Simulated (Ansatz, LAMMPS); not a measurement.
## Atom list for Glassy 72SiO2-17Al2O3-6BaO-6ZnO (mol %) (116 atoms)

The starting structure: 116 atoms (26 Si, 12 Al, 2 Ba, 2 Zn, 74 O) placed at random at 2.68 g/cm³, melted at 4000 K for 10 ps at fixed volume with the Morse and Coulomb pair potential with partial charges (Pedone, Malavasi, Menziani, Cormack and Segre, J. Phys. Chem. B 110, 11780 (2006)). Quenched from 4000 K to 300 K at 50 K/ps and fixed volume, held 5 ps.

Geometry: step 2 of a relaxation. Computed with Ansatz 0.2.0: Kohn-Sham DFT, PBE, PAW (set soft_2), plane waves; cutoff 420 eV, Γ point, fixed occupations; density 2.68 g/cm³.

Cell vectors (Å):

```
11.782 0.000 0.000
0.000 11.782 0.000
0.000 0.000 11.782
```

Positions (Å):

```
1 Si 6.114 4.335 3.846
2 Si 7.371 3.747 6.482
3 Si 10.018 9.379 5.218
4 Si 5.392 0.315 4.970
5 Si 2.271 6.367 11.632
6 Si 7.266 8.844 5.940
7 Si 0.494 6.294 9.018
8 Si 1.738 2.048 2.619
9 Si 0.826 3.614 5.194
10 Si 3.045 6.589 7.352
11 Si 4.846 11.601 8.154
12 Si 5.456 2.689 8.795
13 Si 11.124 10.849 11.405
14 Si 8.589 0.337 4.276
15 Si 4.747 11.154 2.144
16 Si 9.016 0.804 1.207
17 Si 0.500 8.228 3.203
18 Si 10.086 0.875 9.014
19 Si 10.211 3.994 9.929
20 Si 7.662 5.822 10.327
21 Si 6.185 6.397 7.614
22 Si 10.039 3.816 1.246
23 Si 6.532 9.059 0.947
24 Si 4.839 4.680 11.034
25 Si 9.017 8.697 10.858
26 Si 2.919 6.529 4.165
27 Al 10.192 2.193 6.405
28 Al 0.780 5.336 2.326
29 Al 1.629 10.833 1.577
30 Al 3.558 8.872 0.298
31 Al 2.553 9.447 9.027
32 Al 11.393 9.230 8.120
33 Al 5.961 7.492 3.481
34 Al 3.709 3.084 4.761
35 Al 4.636 2.576 1.770
36 Al 0.960 3.561 11.615
37 Al 7.174 0.654 10.317
38 Al 7.790 10.526 8.475
39 Ba 2.646 9.836 5.699
40 Ba 9.650 5.666 4.607
41 Zn 7.298 5.870 1.456
42 Zn 1.246 3.471 8.115
43 O 1.233 6.522 10.393
44 O 10.450 9.326 11.175
45 O 0.896 2.606 3.894
46 O 7.580 10.096 6.844
47 O 6.470 2.084 9.877
48 O 4.794 0.857 1.558
49 O 6.299 3.037 7.442
50 O 8.613 7.127 10.839
51 O 4.640 1.703 5.064
52 O 4.600 11.294 3.802
53 O 11.162 5.083 9.129
54 O 9.388 1.492 5.002
55 O 10.872 3.989 11.548
56 O 6.865 6.263 9.049
57 O 5.258 8.731 0.050
58 O 4.873 3.991 9.507
59 O 3.772 10.534 8.404
60 O 2.365 3.491 5.736
61 O 2.736 7.440 0.860
62 O 1.489 5.133 0.622
63 O 6.114 10.312 1.890
64 O 4.712 4.444 4.606
65 O 10.821 11.726 10.069
66 O 2.799 8.082 7.796
67 O 10.787 9.575 6.587
68 O 4.565 1.386 8.436
69 O 1.710 0.419 2.635
70 O 2.319 5.367 3.200
71 O 8.929 3.416 6.779
72 O 9.375 10.690 4.534
73 O 11.082 8.638 4.216
74 O 8.503 0.378 9.004
75 O 7.192 3.618 4.907
76 O 0.832 10.932 0.093
77 O 6.779 7.816 1.911
78 O 6.979 0.349 4.686
79 O 8.708 9.375 9.357
80 O 9.592 2.321 1.246
81 O 1.303 3.259 9.982
82 O 1.774 5.753 8.035
83 O 5.149 11.495 6.516
84 O 11.186 4.319 2.261
85 O 6.415 5.361 11.325
86 O 8.562 0.483 2.700
87 O 4.643 6.186 7.795
88 O 11.468 7.551 8.482
89 O 7.870 9.382 0.052
90 O 4.496 3.605 0.356
91 O 3.246 2.660 2.932
92 O 10.218 11.579 0.773
93 O 0.001 6.905 2.417
94 O 8.749 8.289 5.475
95 O 3.048 6.450 5.769
96 O 8.752 4.675 9.976
97 O 0.012 2.971 6.528
98 O 1.270 2.530 1.154
99 O 2.688 9.117 10.643
100 O 1.022 10.027 8.473
101 O 6.488 7.812 6.942
102 O 0.969 9.489 2.386
103 O 7.104 5.403 6.664
104 O 8.794 4.809 1.352
105 O 6.232 11.182 9.105
106 O 10.028 2.481 9.507
107 O 6.397 8.727 4.618
108 O 6.739 5.808 3.469
109 O 5.959 3.403 2.584
110 O 3.664 5.735 11.037
111 O 4.300 7.245 3.606
112 O 3.508 10.309 1.435
113 O 7.823 0.631 0.054
114 O 10.506 0.895 7.499
115 O 1.816 7.826 4.073
116 O 0.133 4.984 4.947
```

Predict the forces.

Columns: atom, fx, fy, fz (forces in eV/Å).

```
1 0.175 -0.879 1.217
2 0.501 1.510 1.172
3 -0.942 -0.508 -0.803
4 0.892 0.845 1.428
5 0.243 -1.919 -1.106
6 -0.208 -1.741 0.432
7 0.066 -0.406 -0.320
8 -0.362 -1.012 -0.457
9 0.957 -1.279 0.199
10 1.845 -0.629 0.784
11 2.661 0.895 -0.905
12 2.081 -0.878 0.540
13 -1.644 0.255 0.916
14 -0.551 -0.402 0.769
15 0.449 0.934 0.135
16 -0.644 -0.647 -1.493
17 -0.047 -0.943 -1.057
18 -1.119 1.400 0.286
19 0.733 1.333 1.269
20 1.466 0.832 -0.187
21 1.890 -0.157 -1.331
22 0.106 2.251 0.177
23 -0.210 1.272 -1.834
24 0.282 -1.437 -0.656
25 -2.806 1.742 -1.398
26 0.302 1.044 -2.103
27 -1.475 -0.157 -0.376
28 0.788 0.979 0.082
29 0.855 0.121 0.921
30 0.132 -0.008 -0.722
31 0.048 -0.407 -0.207
32 -0.122 -0.826 0.053
33 0.527 -0.259 0.411
34 -0.032 -0.323 -1.320
35 0.638 0.477 -0.263
36 0.174 0.563 -0.194
37 0.147 -0.307 -1.738
38 0.045 0.279 -0.172
39 0.208 -0.007 0.020
40 -0.330 0.201 -0.314
41 -0.218 -0.029 0.261
42 -0.329 -0.077 0.477
43 0.102 1.026 0.777
44 1.760 -0.051 0.499
45 -0.948 -0.211 0.164
46 0.151 1.391 0.009
47 0.021 1.081 0.509
48 0.121 0.057 -0.458
49 -0.511 -0.204 -0.121
50 -0.261 -1.474 0.303
51 0.031 0.350 0.337
52 -0.808 -1.683 -0.231
53 -0.130 -0.904 -0.461
54 0.998 0.643 0.413
55 -0.119 -0.193 -1.581
56 0.026 0.563 0.171
57 0.254 -0.328 -0.581
58 -0.779 1.073 0.461
59 -1.754 -0.870 0.013
60 -0.355 0.270 1.380
61 -0.064 1.404 1.675
62 -0.434 -0.520 0.489
63 0.223 0.451 0.369
64 0.005 1.272 0.440
65 0.873 -0.325 -0.591
66 -0.174 1.755 0.186
67 0.140 0.626 0.483
68 -1.776 0.076 -0.180
69 0.206 0.393 0.269
70 0.134 0.198 0.942
71 0.487 0.185 0.260
72 -0.086 -0.166 0.216
73 -1.030 0.157 0.764
74 -0.488 -0.736 0.464
75 -0.091 -0.090 -1.893
76 0.502 0.035 -1.017
77 0.691 -2.061 1.135
78 0.575 -0.256 0.124
79 0.659 -0.911 0.293
80 -0.304 -1.456 0.049
81 0.185 -0.195 -1.141
82 -0.455 -1.048 -0.345
83 -0.272 -0.874 -0.469
84 -0.990 -0.968 0.370
85 0.008 0.051 0.834
86 -0.353 -0.018 -1.178
87 -3.494 -0.468 -0.215
88 -0.366 0.125 -0.233
89 0.099 -0.168 0.584
90 0.041 -0.857 0.439
91 0.200 0.138 0.458
92 -0.039 -0.112 0.360
93 -0.221 0.411 0.160
94 1.654 -0.387 -0.475
95 -0.258 -0.476 0.016
96 -0.749 -0.113 0.400
97 0.508 0.008 -0.041
98 0.038 -0.379 0.215
99 0.309 -0.014 0.446
100 0.303 0.853 -0.268
101 -0.102 0.607 0.439
102 -0.243 0.515 -0.026
103 -0.079 -0.720 0.091
104 -0.051 0.293 0.063
105 -0.423 0.408 0.348
106 0.389 -1.070 -0.269
107 -0.508 0.671 -0.843
108 0.302 0.735 -0.227
109 0.287 -0.518 -0.971
110 -0.109 0.986 -0.846
111 -1.422 -0.467 0.231
112 -1.408 0.144 0.342
113 1.265 0.110 2.218
114 0.653 -0.739 0.024
115 0.828 -0.089 1.329
116 -0.545 1.354 -0.495
```

The quench rate of 50 K/ps is many orders above laboratory rates, so the cell is likely richer in defects and strain than a real sample. The network of bonds at the start is that of the classical potential that made the cell. Only the Γ point is sampled, in a cell whose shortest periodic width is 12 Å.

The r.m.s. force component is 0.818 eV/Å; the longest force, 3.59 eV/Å, acts on Si25. The energy lies 33.7 meV/atom below that of the first step of this run.

[Logs are printed without paths, hosts, clocks, repeated set-up lines and the standing remarks that a program may print on its own settings, such as how far it seeks lower states.]

[Hosts, paths, dates, database ids (printed as entryN), source tags and the programs' standing remarks are cut or masked in the printed files.]
